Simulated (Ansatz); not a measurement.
# CdMo3: relaxing a made-up structure

Starting from a made-up structure for CdMo3, the aim is the relaxed cell, its shortest contacts and, where a second run follows, its electronic structure.

Calculated with Ansatz 0.2.0; DFT, r2SCAN, plane-wave PAW, files of the set soft_1, scalar-relativistic, no spin, cell and ions relaxed at zero pressure; PAW set soft_1, in the first sound run; inputs show where later runs differ.

### 1. Set-up

It takes space group Pm-3n (No. 223, cubic). Conventional cell: a = 5.153 Å, b = 5.153 Å, c = 5.153 Å, α = 90.00°, β = 90.00°, γ = 90.00°. Nearest to Cd lie 12 Mo at 2.88 Å. Nearest to Mo lie 2 Mo at 2.58 Å and 4 Cd at 2.88 Å. Farther neighbours are not listed.

### 2. Relaxation of the guess

The guessed cell has no reason to be at equilibrium. It is relaxed with the atoms, within the space group of the guess.

Contents of input.yaml:

```yaml
crystal:
  lattice:
    - [5.153, 0.0, 0.0]
    - [0.0, 5.153, 0.0]
    - [0.0, 0.0, 5.153]
  atoms:
    - { symbol: Cd, position: [0.5, 0.5, 0.5] }
    - { symbol: Cd, position: [0.0, 0.0, 0.0] }
    - { symbol: Mo, position: [0.0, 0.5, 0.25] }
    - { symbol: Mo, position: [0.0, 0.5, 0.75] }
    - { symbol: Mo, position: [0.5, 0.25, 0.0] }
    - { symbol: Mo, position: [0.75, 0.0, 0.5] }
    - { symbol: Mo, position: [0.5, 0.75, 0.0] }
    - { symbol: Mo, position: [0.25, 0.0, 0.5] }
kpoints:
  mp_grid: { grid: [5, 5, 5] }
scf:
  occupations: { method: fermi_dirac, width: 0.05 }
hamiltonian:
  xc: r2scan
  pseudopotentials: { kind: paw, azcp: { folder: soft_1 } }
relax:
  f_tol: 0.015
  max_steps: 70
  cell: {}
output:
  forces: true
  stress: true
```

Command:

```
$ ansatz run input.yaml --threads 4 --pin off --max-ram 10240MiB --backend cpu --events-out ev --progress --plain --runs-dir out
```

Numbers of over 12 decimals in the logs are rounded to 6 here.

The log of the run:

```text
Engine: ansatz 0.2.0, aarch64-unknown-linux-gnu
Pseudopotentials: kind: paw
Pseudopotential: Cd, paw, valence charge 20, recommended cutoff 500 eV (meta_gga), soft_1/Cd.paw.azcp
Pseudopotential: Mo, paw, valence charge 14, recommended cutoff 500 eV (meta_gga), soft_1/Mo.paw.azcp
Functional definition: r2SCAN
  parameter k0 = 0.174
  parameter k1 = 0.065
  parameter a1 = 4.9479
  exchange = r2scan_x(k0 = k0, k1 = k1, a1 = a1)
  correlation = r2scan_c
Crystal: 8 atoms, lattice volume = 136.830 Å³
Basis set: ecut = 500 eV, 3431 PW (Γ), exchange–correlation on 160×160×160 points (64 copies of the dense FFT grid, shifted against one another)
Bands: 75, of which v1, the nominal top of the filled ones, is band 62 counted from 1 (61 counted from 0)
Symmetry: 48 space group operations
Space group: Pm-3n (ITA 223), of the structure as read, at distance tolerance 5.2e-5 Å
k-points: 10 of 125
Non-local potential: Cd, projectors of the file, l = 0: 3, l = 1: 2, l = 2: 2, l = 3: 1
Non-local potential: Mo, projectors of the file, l = 0: 3, l = 1: 2, l = 2: 2, l = 3: 1
PAW form: soft (Blöchl's): semilocal exchange-correlation on the pseudo side does not see the compensation charge
PAW frozen core: Cd, regenerated for the run's functional (the file was generated under x = pbe(κ = 0.804, μ = 0.219515), c = pbe(β = 0.066725))
PAW frozen core: Mo, regenerated for the run's functional (the file was generated under x = pbe(κ = 0.804, μ = 0.219515), c = pbe(β = 0.066725))
PAW one-centre angular grid: Cd, 590 points (default); XC on 160 Gauss nodes
PAW one-centre angular grid: Mo, 590 points (default); XC on 160 Gauss nodes
Initial density: superposition of atomic densities (chi_scale 0.1, normalization cell, long waves kept (reshape's long-wave potential 0.00 eV rms))
Initial wavefunctions: pseudopotential atomic-orbital guess
Functional: x = r2scan, c = r2scan; τ floored in thin density (d = 2e-4 eV/Å³)
SCF iter   1: F=—  HF=-46344.353200 eV  |F-HF|=—  |Δ(HF+E_count)|=         —  Δρ=1.04e-1  dr2=1.96e1  dr2_τ=6.56e-1  ethr=3.10e-3  ⟨swp⟩=5.0  Hψ=2219  notcnv=0  defer=3
preconditioner: auto → Kerker (q_TF=auto, 2.684 Å⁻¹)  [metal: Δε(μ)=0.057 eV  Ē_g=7.733 eV  σ=0.050 eV  W_gap=0.27  n_scr=32 (ndim 8)  ℏωp=24.6 eV  f_vac=0.000  D(μ)=2.72/eV (n_scr^D=18)]
SCF iter   2: F=—  HF=-46339.871358 eV  |F-HF|=—  |Δ(HF+E_count)|=    4.48e0  Δρ=5.20e-2  dr2=4.61e0  dr2_τ=2.32e-1  ethr=3.10e-3  ⟨swp⟩=2.5  Hψ=1445  notcnv=0  defer=44
preconditioner: auto → Resta (q_TF=auto, 2.684 Å⁻¹)  ε∞=13.2  [insulator: Δε(μ)=0.122 eV  Ē_g=7.032 eV  σ=0.050 eV  W_gap=0.54  n_scr=32 (ndim 8)  ℏωp=24.6 eV  f_vac=0.000  D(μ)=3.77/eV (n_scr^D=26)  ε∞_Penn≈13.2]
SCF iter   3: F=—  HF=-46339.224976 eV  |F-HF|=—  |Δ(HF+E_count)|=   6.46e-1  Δρ=1.03e-2  dr2=8.32e-2  dr2_τ=9.17e-3  ethr=3.10e-3  ⟨swp⟩=2.3  Hψ=1278  notcnv=0  defer=34
automatic band count: iteration 3 solves 74 bands in place of 75: the levels show a gap, and the empty bands left out lie too high to hold charge; the band table lists the bands solved (type scf.n_extra_bands for more)
SCF iter   4: F=—  HF=-46339.280455 eV  |F-HF|=—  |Δ(HF+E_count)|=   5.55e-2  Δρ=2.97e-3  dr2=7.70e-3  dr2_τ=8.71e-4  ethr=6.71e-5  ⟨swp⟩=5.7  Hψ=1962  notcnv=0  defer=30
automatic band count: iteration 4 solves 75 bands in place of 74: the levels no longer show a gap clear of their residuals, so the SCF keeps every band
SCF iter   5: F=—  HF=-46339.281367 eV  |F-HF|=—  |Δ(HF+E_count)|=   9.12e-4  Δρ=7.36e-4  dr2=4.48e-4  dr2_τ=5.43e-5  ethr=6.21e-6  ⟨swp⟩=2.0  Hψ=1372  notcnv=0  defer=34
SCF iter   6: F=—  HF=-46339.281866 eV  |F-HF|=—  |Δ(HF+E_count)|=   4.99e-4  Δρ=1.35e-4  dr2=1.78e-5  dr2_τ=1.75e-6  ethr=3.62e-7  ⟨swp⟩=2.0  Hψ=1312  notcnv=0  defer=34
SCF iter   7: F=—  HF=-46339.281870 eV  |F-HF|=—  |Δ(HF+E_count)|=   4.29e-6  Δρ=2.85e-5  dr2=5.37e-7  dr2_τ=5.75e-8  ethr=1.43e-8  ⟨swp⟩=2.0  Hψ=1163  notcnv=0  defer=34
SCF iter   8: F=-46339.281871 eV  HF=-46339.281871 eV  |F-HF|=1.06e-8  |Δ(HF+E_count)|=   5.77e-7  Δρ=4.57e-6  dr2=1.73e-8  dr2_τ=1.79e-9  ethr=8.06e-11  ⟨swp⟩=4.0  Hψ=2338  notcnv=0
SCF 1 converged in 8 iterations: F = -46339.281871 eV  dr2 = 1.73e-8
  greatest PAW one-centre occupation: 1.002 electrons in one spin orbital (limit 2), on the Cd atom at site 1 (counted from 0), in its partial waves of l = 0
relax step   1: F+E_penalty+E_count = -46339.28187103 eV  Δ(F+E_penalty+E_count) = +0.000e0 eV  max|allowed force component| = 4.120e-18 eV/Å  Δτ_max = 0.0000 Å  P = -10.071 GPa  Ω = 136.830 Å³  (8 SCF iters, dr2 threshold 1.00e-7 eV, accepted)
Crystal: 8 atoms, lattice volume = 117.778 Å³
Basis set: ecut = 500 eV, 2945 PW (Γ), exchange–correlation on 160×160×160 points (64 copies of the dense FFT grid, shifted against one another)
Initial density: handed on by an earlier stage of this run
Initial wavefunctions: those handed on with the density
iter 1 solved again at ethr=7.82e-5 eV; its pass at ethr=3.10e-3 eV (dr2=9.69e-2 eV) is discarded
SCF iter   1: F=—  HF=-46335.922044 eV  |F-HF|=—  |Δ(HF+E_count)|=         —  Δρ=1.03e-2  dr2=9.66e-2  dr2_τ=2.94e0  ethr=7.82e-5  ⟨swp⟩=2.0  Hψ=3638  notcnv=0
preconditioner: auto → Kerker (q_TF=auto, 2.752 Å⁻¹)  [metal: Δε(μ)=0.119 eV  Ē_g=7.378 eV  σ=0.050 eV  W_gap=0.50  n_scr=32 (ndim 8)  ℏωp=26.5 eV  f_vac=0.000  D(μ)=4.27/eV (n_scr^D=26)]
SCF iter   2: F=—  HF=-46338.547753 eV  |F-HF|=—  |Δ(HF+E_count)|=    2.63e0  Δρ=4.96e-3  dr2=1.99e-2  dr2_τ=1.52e-3  ethr=7.79e-5  ⟨swp⟩=2.3  Hψ=1504  notcnv=0
SCF iter   3: F=—  HF=-46338.557356 eV  |F-HF|=—  |Δ(HF+E_count)|=   9.60e-3  Δρ=2.20e-3  dr2=4.01e-3  dr2_τ=5.41e-4  ethr=1.61e-5  ⟨swp⟩=2.7  Hψ=1269  notcnv=0
SCF iter   4: F=—  HF=-46338.558935 eV  |F-HF|=—  |Δ(HF+E_count)|=   1.58e-3  Δρ=4.17e-4  dr2=1.46e-4  dr2_τ=3.40e-6  ethr=3.24e-6  ⟨swp⟩=2.0  Hψ=1331  notcnv=0
SCF iter   5: F=—  HF=-46338.558927 eV  |F-HF|=—  |Δ(HF+E_count)|=   8.13e-6  Δρ=9.10e-5  dr2=9.62e-6  dr2_τ=1.74e-6  ethr=1.18e-7  ⟨swp⟩=3.0  Hψ=1361  notcnv=0
SCF iter   6: F=—  HF=-46338.558933 eV  |F-HF|=—  |Δ(HF+E_count)|=   5.52e-6  Δρ=4.52e-5  dr2=2.18e-6  dr2_τ=1.82e-7  ethr=7.76e-9  ⟨swp⟩=2.0  Hψ=932  notcnv=0
SCF iter   7: F=-46338.558933 eV  HF=-46338.558933 eV  |F-HF|=3.74e-8  |Δ(HF+E_count)|=   4.40e-7  Δρ=9.53e-6  dr2=1.32e-7  dr2_τ=5.30e-9  ethr=6.45e-10  ⟨swp⟩=4.0  Hψ=2270  notcnv=0
SCF 2 converged in 7 iterations: F = -46338.558933 eV  dr2 = 1.32e-7
  greatest PAW one-centre occupation: 1.003 electrons in one spin orbital (limit 2), on the Cd atom at site 1 (counted from 0), in its partial waves of l = 0
relax step   2: F+E_penalty+E_count = -46338.55893326 eV  Δ(F+E_penalty+E_count) = +7.229e-1 eV  max|allowed force component| = 2.186e-17 eV/Å  Δτ_max = 0.0000 Å  P = +27.443 GPa  Ω = 117.778 Å³  energy of the carried Pulay correction = +1.097e-2 eV  (7 SCF iters, dr2 threshold 8.00e-7 eV, rejected (line search))
Crystal: 8 atoms, lattice volume = 131.137 Å³
Basis set: ecut = 500 eV, 3287 PW (Γ), exchange–correlation on 160×160×160 points (64 copies of the dense FFT grid, shifted against one another)
iter 1 solved again at ethr=8.72e-5 eV; its pass at ethr=3.10e-3 eV (dr2=1.08e-1 eV) is discarded
SCF iter   1: F=—  HF=-46337.185251 eV  |F-HF|=—  |Δ(HF+E_count)|=         —  Δρ=9.99e-3  dr2=1.12e-1  dr2_τ=1.67e0  ethr=8.72e-5  ⟨swp⟩=1.7  Hψ=3050  notcnv=0
preconditioner: auto → Kerker (q_TF=auto, 2.703 Å⁻¹)  [metal: Δε(μ)=0.115 eV  Ē_g=6.764 eV  σ=0.050 eV  W_gap=0.50  n_scr=32 (ndim 8)  ℏωp=25.1 eV  f_vac=0.000  D(μ)=5.10/eV (n_scr^D=32)]
SCF iter   2: F=—  HF=-46339.500575 eV  |F-HF|=—  |Δ(HF+E_count)|=    2.32e0  Δρ=4.68e-3  dr2=2.22e-2  dr2_τ=5.30e-3  ethr=8.72e-5  ⟨swp⟩=2.1  Hψ=1502  notcnv=0
SCF iter   3: F=—  HF=-46339.500629 eV  |F-HF|=—  |Δ(HF+E_count)|=   5.40e-5  Δρ=2.78e-3  dr2=8.14e-3  dr2_τ=6.19e-4  ethr=1.79e-5  ⟨swp⟩=1.0  Hψ=870  notcnv=0  defer=1
SCF iter   4: F=—  HF=-46339.502724 eV  |F-HF|=—  |Δ(HF+E_count)|=   2.09e-3  Δρ=6.50e-4  dr2=5.95e-4  dr2_τ=2.91e-5  ethr=6.56e-6  ⟨swp⟩=3.0  Hψ=1381  notcnv=0  defer=1
SCF iter   5: F=—  HF=-46339.502683 eV  |F-HF|=—  |Δ(HF+E_count)|=   4.13e-5  Δρ=2.36e-4  dr2=7.75e-5  dr2_τ=1.15e-5  ethr=4.80e-7  ⟨swp⟩=2.0  Hψ=1190  notcnv=0  defer=1
SCF iter   6: F=—  HF=-46339.502693 eV  |F-HF|=—  |Δ(HF+E_count)|=   1.03e-5  Δρ=5.68e-5  dr2=2.95e-6  dr2_τ=3.09e-7  ethr=6.25e-8  ⟨swp⟩=2.0  Hψ=1310  notcnv=0  defer=1
SCF iter   7: F=—  HF=-46339.502686 eV  |F-HF|=—  |Δ(HF+E_count)|=   6.82e-6  Δρ=1.41e-5  dr2=1.96e-7  dr2_τ=1.86e-8  ethr=2.38e-9  ⟨swp⟩=2.0  Hψ=1009  notcnv=0  defer=1
SCF iter   8: F=—  HF=-46339.502686 eV  |F-HF|=—  |Δ(HF+E_count)|=   8.40e-9  Δρ=2.01e-6  dr2=5.36e-9  dr2_τ=5.39e-10  ethr=1.58e-10  ⟨swp⟩=2.0  Hψ=1188  notcnv=0  defer=1
SCF iter   9: F=—  HF=-46339.502686 eV  |F-HF|=—  |Δ(HF+E_count)|=   1.64e-9  Δρ=9.68e-7  dr2=1.24e-9  dr2_τ=5.14e-11  ethr=4.32e-12  ⟨swp⟩=2.9  Hψ=1347  notcnv=0  defer=1
SCF iter  10: F=-46339.502686 eV  HF=-46339.502686 eV  |F-HF|=2.18e-11  |Δ(HF+E_count)|=  3.42e-10  Δρ=1.40e-7  dr2=3.24e-11  dr2_τ=1.41e-12  ethr=1.00e-12  ⟨swp⟩=2.8  Hψ=2706  notcnv=0
SCF 3 converged in 10 iterations: F = -46339.502686 eV  dr2 = 3.24e-11
relax step   3: F+E_penalty+E_count = -46339.50268648 eV  Δ(F+E_penalty+E_count) = -2.208e-1 eV  max|allowed force component| = 1.431e-17 eV/Å  Δτ_max = 0.0000 Å  P = -1.849 GPa  Ω = 131.137 Å³  energy of the carried Pulay correction = +3.115e-3 eV  (10 SCF iters, accepted)
Crystal: 8 atoms, lattice volume = 129.921 Å³
iter 1 solved again at ethr=3.77e-7 eV; its pass at ethr=3.10e-3 eV (dr2=4.67e-4 eV) is discarded
SCF iter   1: F=—  HF=-46339.492876 eV  |F-HF|=—  |Δ(HF+E_count)|=         —  Δρ=7.40e-4  dr2=5.76e-4  dr2_τ=1.16e-2  ethr=3.77e-7  ⟨swp⟩=2.0  Hψ=2914  notcnv=0
preconditioner: auto → Resta (q_TF=auto, 2.707 Å⁻¹)  ε∞=14.7  [insulator: Δε(μ)=0.122 eV  Ē_g=6.817 eV  σ=0.050 eV  W_gap=0.51  n_scr=32 (ndim 8)  ℏωp=25.2 eV  f_vac=0.000  D(μ)=4.76/eV (n_scr^D=32)  ε∞_Penn≈14.7]
SCF iter   2: F=—  HF=-46339.509707 eV  |F-HF|=—  |Δ(HF+E_count)|=   1.68e-2  Δρ=3.31e-4  dr2=7.79e-5  dr2_τ=1.57e-5  ethr=3.77e-7  ⟨swp⟩=2.0  Hψ=1374  notcnv=0
SCF iter   3: F=—  HF=-46339.509740 eV  |F-HF|=—  |Δ(HF+E_count)|=   3.30e-5  Δρ=1.99e-4  dr2=2.95e-5  dr2_τ=3.15e-6  ethr=6.28e-8  ⟨swp⟩=2.3  Hψ=1053  notcnv=0
SCF iter   4: F=—  HF=-46339.509760 eV  |F-HF|=—  |Δ(HF+E_count)|=   1.97e-5  Δρ=5.73e-5  dr2=2.74e-6  dr2_τ=2.64e-7  ethr=2.38e-8  ⟨swp⟩=2.9  Hψ=1393  notcnv=0
SCF iter   5: F=-46339.509761 eV  HF=-46339.509761 eV  |F-HF|=1.72e-7  |Δ(HF+E_count)|=   1.47e-6  Δρ=1.43e-5  dr2=2.45e-7  dr2_τ=3.83e-8  ethr=6.45e-10  ⟨swp⟩=4.0  Hψ=2264  notcnv=0
SCF 4 converged in 5 iterations: F = -46339.509761 eV  dr2 = 2.45e-7
relax step   4: F+E_penalty+E_count = -46339.50976102 eV  Δ(F+E_penalty+E_count) = -7.075e-3 eV  max|allowed force component| = 1.012e-17 eV/Å  Δτ_max = 0.0000 Å  P = +0.180 GPa  Ω = 129.921 Å³  energy of the carried Pulay correction = +3.798e-3 eV  (5 SCF iters, dr2 threshold 8.00e-7 eV, accepted)
Crystal: 8 atoms, lattice volume = 130.025 Å³
iter 1 solved again at ethr=2.27e-9 eV; its pass at ethr=3.10e-3 eV (dr2=2.82e-6 eV) is discarded
SCF iter   1: F=—  HF=-46339.509637 eV  |F-HF|=—  |Δ(HF+E_count)|=         —  Δρ=5.38e-5  dr2=3.14e-6  dr2_τ=8.42e-5  ethr=2.27e-9  ⟨swp⟩=2.0  Hψ=2806  notcnv=0
automatic band count: iteration 1 solves 73 bands in place of 75: the levels show a gap, and the empty bands left out lie too high to hold charge; the band table lists the bands solved (type scf.n_extra_bands for more)
preconditioner: auto → Resta (q_TF=auto, 2.707 Å⁻¹)  ε∞=15.7  [insulator: Δε(μ)=0.122 eV  Ē_g=6.588 eV  σ=0.050 eV  W_gap=0.51  n_scr=32 (ndim 8)  ℏωp=25.2 eV  f_vac=0.000  D(μ)=4.78/eV (n_scr^D=32)  ε∞_Penn≈15.7]
SCF iter   2: F=—  HF=-46339.509762 eV  |F-HF|=—  |Δ(HF+E_count)|=   1.25e-4  Δρ=2.41e-5  dr2=3.80e-7  dr2_τ=1.09e-7  ethr=2.27e-9  ⟨swp⟩=2.0  Hψ=1355  notcnv=0
SCF iter   3: F=—  HF=-46339.509762 eV  |F-HF|=—  |Δ(HF+E_count)|=   1.66e-7  Δρ=1.47e-5  dr2=1.50e-7  dr2_τ=1.89e-8  ethr=6.54e-11  ⟨swp⟩=4.0  Hψ=2247  notcnv=0
SCF iter   4: F=-46339.509762 eV  HF=-46339.509762 eV  |F-HF|=4.79e-9  |Δ(HF+E_count)|=   1.22e-7  Δρ=2.90e-6  dr2=1.18e-8  dr2_τ=5.99e-10  ethr=6.54e-11  ⟨swp⟩=4.0  Hψ=2303  notcnv=0
SCF 5 converged in 4 iterations: F = -46339.509762 eV  dr2 = 1.18e-8
relax step   5: F+E_penalty+E_count = -46339.50976239 eV  Δ(F+E_penalty+E_count) = -1.369e-6 eV  max|allowed force component| = 1.301e-17 eV/Å  Δτ_max = 0.0000 Å  P = +0.003 GPa  Ω = 130.025 Å³  energy of the carried Pulay correction = +3.739e-3 eV  (4 SCF iters, dr2 threshold 8.10e-8 eV, accepted)
Initial wavefunctions: pseudopotential atomic-orbital guess (no wavefunctions were taken with the density)
iter 1 solved again at ethr=3.72e-8 eV; its pass at ethr=3.10e-3 eV (dr2=4.62e-5 eV) is discarded
SCF iter   1: F=—  HF=-46339.506060 eV  |F-HF|=—  |Δ(HF+E_count)|=         —  Δρ=1.60e-4  dr2=2.98e-6  dr2_τ=3.44e-5  ethr=3.72e-8  ⟨swp⟩=3.2  Hψ=4330  notcnv=0
preconditioner: auto → Resta (q_TF=auto, 2.707 Å⁻¹)  ε∞=14.7  [insulator: Δε(μ)=0.122 eV  Ē_g=6.812 eV  σ=0.050 eV  W_gap=0.51  n_scr=32 (ndim 8)  ℏωp=25.2 eV  f_vac=0.000  D(μ)=4.78/eV (n_scr^D=32)  ε∞_Penn≈14.7]
SCF iter   2: F=—  HF=-46339.506069 eV  |F-HF|=—  |Δ(HF+E_count)|=   9.62e-6  Δρ=8.35e-5  dr2=8.67e-7  dr2_τ=7.10e-7  ethr=2.40e-9  ⟨swp⟩=2.0  Hψ=1221  notcnv=0
SCF iter   3: F=—  HF=-46339.506071 eV  |F-HF|=—  |Δ(HF+E_count)|=   1.30e-6  Δρ=1.04e-5  dr2=2.57e-8  dr2_τ=1.31e-8  ethr=7.00e-10  ⟨swp⟩=2.0  Hψ=1361  notcnv=0
SCF iter   4: F=—  HF=-46339.506071 eV  |F-HF|=—  |Δ(HF+E_count)|=   2.32e-9  Δρ=2.29e-6  dr2=4.82e-9  dr2_τ=3.93e-10  ethr=2.07e-11  ⟨swp⟩=2.0  Hψ=1366  notcnv=0
SCF iter   5: F=—  HF=-46339.506071 eV  |F-HF|=—  |Δ(HF+E_count)|=   1.60e-9  Δρ=4.83e-7  dr2=1.36e-10  dr2_τ=6.67e-11  ethr=3.88e-12  ⟨swp⟩=2.0  Hψ=1371  notcnv=0
SCF iter   6: F=-46339.506071 eV  HF=-46339.506071 eV  |F-HF|=1.46e-11  |Δ(HF+E_count)|=  7.28e-11  Δρ=1.12e-7  dr2=1.05e-11  dr2_τ=6.35e-13  ethr=1.00e-12  ⟨swp⟩=4.0  Hψ=2071  notcnv=0
SCF 6 converged in 6 iterations: F = -46339.506071 eV  dr2 = 1.05e-11
relax step   6: F+E_penalty+E_count = -46339.50607062 eV  Δ(F+E_penalty+E_count) = +3.692e-3 eV  max|allowed force component| = 1.731e-17 eV/Å  Δτ_max = 0.0000 Å  P = +0.000 GPa  Ω = 130.025 Å³  stress off target by 3.30e-4 GPa  SCF on the basis re-selected at this cell (its energy is not comparable with the rows above)  (6 SCF iters)
basis re-selected at this cell: Δ(F+E_penalty+E_count) = +3.692e-3 eV, ΔP = -0.003 GPa vs the last step (what re-selecting the basis moved, of the pressure what is left beyond the Pulay correction that the steps carried, after the strain that the cell walked since its last selection, with what the two solves' SCF thresholds leave and, on support functions, any second-order correction that the steps lacked; it is no m [...]
SCF converged after 6 iterations
Free energy (F): -46339.506071 eV
Harris-Foulkes:  -46339.506071 eV  (|F-HF|=1.46e-11)
Internal energy: -46339.466043 eV  (E = F + TS)
E sigma→0 (E₀):  -46339.486057 eV
Entropy (-TS):   -0.040027 eV (-5.003 meV/atom)
Fermi energy:    19.701618 eV
--- Per-component energies (eV) ---
  E_band       = -1099.759216
  E_kinetic    = 3405.400703
  E_local      = -10207.879836  (includes V_loc(G=0)·N_el)
  E_nonlocal   = 1127.280282
  E_hartree    = 4232.637824
  E_xc         = -1323.992364
  E_vxc        = -1909.798531  (∫ρ·V_xc dr)
  E_paw        = -27603.087156  (= ΣΔE_a)
  E_vpaw       = -2108.589451  (= ΣTr[D̂ρ^β])
  E_aug_tail   = 0.000157  (compensation charges beyond the density's cutoff)
  E_vtau       = 128.551773  (kinetic-family band-sum trace: ∫τ·v_τ [+ j·A + Jᵃ·Aᵃ] dr)
  E_ewald      = -15967.368918
  E_core_change = -2.456736  (= ΣΔE_core)
  E_smearing   = -0.040027  (= −TS)
  E_closure    = -0.000000  (closes the sum)
  Σ components = -46339.506071   (vs F -46339.506071, Δ=0.00e0)
--- Forces (eV/Å), atoms counted from 1 ---
  atom   1  Cd     0.00000000    -0.00000000     0.00000000
  atom   2  Cd     0.00000000     0.00000000     0.00000000
  atom   3  Mo    -0.00000000     0.00000000    -0.00000000
  atom   4  Mo     0.00000000    -0.00000000     0.00000000
  atom   5  Mo     0.00000000     0.00000000     0.00000000
  atom   6  Mo     0.00000000    -0.00000000    -0.00000000
  atom   7  Mo    -0.00000000    -0.00000000    -0.00000000
  atom   8  Mo     0.00000000     0.00000000     0.00000000
  max |Σ_I F_I| component: 5.78e-18 eV/Å
--- Stress (GPa, compression-positive) ---
        0.000330       0.000000      -0.000000
        0.000000       0.000330      -0.000000
       -0.000000      -0.000000       0.000330
  P = ⅓ Tr σ = 0.0003 GPa (0.003 kbar)
--- Relaxed structure (5 steps of the walk, 4 accepted, 1 SCFs on fresh bases) ---
  F+E_penalty+E_count = -46339.50607062 eV   max|allowed force component| = 1.731e-17 eV/Å   (the final SCF, on the basis selected at the relaxed cell)
  cell:  # Å, volume = 130.0250 Å³
    - [5.066121, 0, 0]
    - [0, 5.066121, 0]
    - [0, 0, 5.066121]
  atoms:
    - { symbol: Cd, position: [0.500000, 0.500000, 0.500000] }
    - { symbol: Cd, position: [0, 0, 0] }
    - { symbol: Mo, position: [0, 0.500000, 0.250000] }
    - { symbol: Mo, position: [0, 0.500000, 0.75] }
    - { symbol: Mo, position: [0.500000, 0.250000, 0] }
    - { symbol: Mo, position: [0.75, 0, 0.500000] }
    - { symbol: Mo, position: [0.500000, 0.75, 0] }
    - { symbol: Mo, position: [0.250000, 0, 0.500000] }
```

Run time: 21 s. Hardware: 4 threads of Arm Neoverse V1, shared host; peak memory 0.78 GiB; 82 s of CPU time.

Relaxation path:

| step | energy less that of the first step (eV) | largest force component (eV/Å) | pressure (GPa) | volume (Å³) |
| --- | --- | --- | --- | --- |
| 1 | 0.0000 | 0.0000 | -10.07 | 136.83 |
| 2 | 0.7229 | 0.0000 | 27.44 | 117.78 |
| 3 | -0.2208 | 0.0000 | -1.85 | 131.14 |
| 4 | -0.2279 | 0.0000 | 0.18 | 129.92 |
| 5 | -0.2279 | 0.0000 | 0.00 | 130.02 |
| 6* | -0.2242 | 0.0000 | 0.00 | 130.02 |

Relaxation steps marked * repeat the geometry before them on a plane-wave basis chosen anew for their cell, so energy and pressure can jump there. Relaxation step 2 was tried and not accepted.

Forces are held to the 48 operations that the run works with; a distortion that breaks them can't arise in this run.

| conventional cell, symmetrised | before | after | change |
| --- | --- | --- | --- |
| a (Å) | 5.153 | 5.066 | -1.7 % |
| b (Å) | 5.153 | 5.066 | -1.7 % |
| c (Å) | 5.153 | 5.066 | -1.7 % |
| volume (Å³/atom) | 17.10 | 16.25 | -5.0 % |

This step gave:

* free energy: -46339.5061 eV
* energy at zero smearing: -46339.4861 eV
* smearing term TS: 0.04003 eV
* Fermi energy: 19.70 eV
* electrons: 124
* symmetry operations: 48
* pressure: 3.30e-4 GPa

Shortest distances by pair of elements, guess and relaxed (not always the same contact):

| pair | guess (Å) | relaxed (Å) |
| --- | --- | --- |
| Mo–Mo | 2.576 | 2.533 |
| Cd–Mo | 2.881 | 2.832 |
| Cd–Cd | 4.463 | 4.387 |

The relaxation ends with a pressure of 0.00 GPa.

[end of part 1 of 2]

[Logs are printed without paths, hosts, clocks, repeated set-up lines and the standing remarks that a program may print on its own settings, such as how far it seeks lower states.]

[Hosts, paths, dates, database ids (printed as entryN), source tags and the programs' standing remarks are cut or masked in the printed files.]
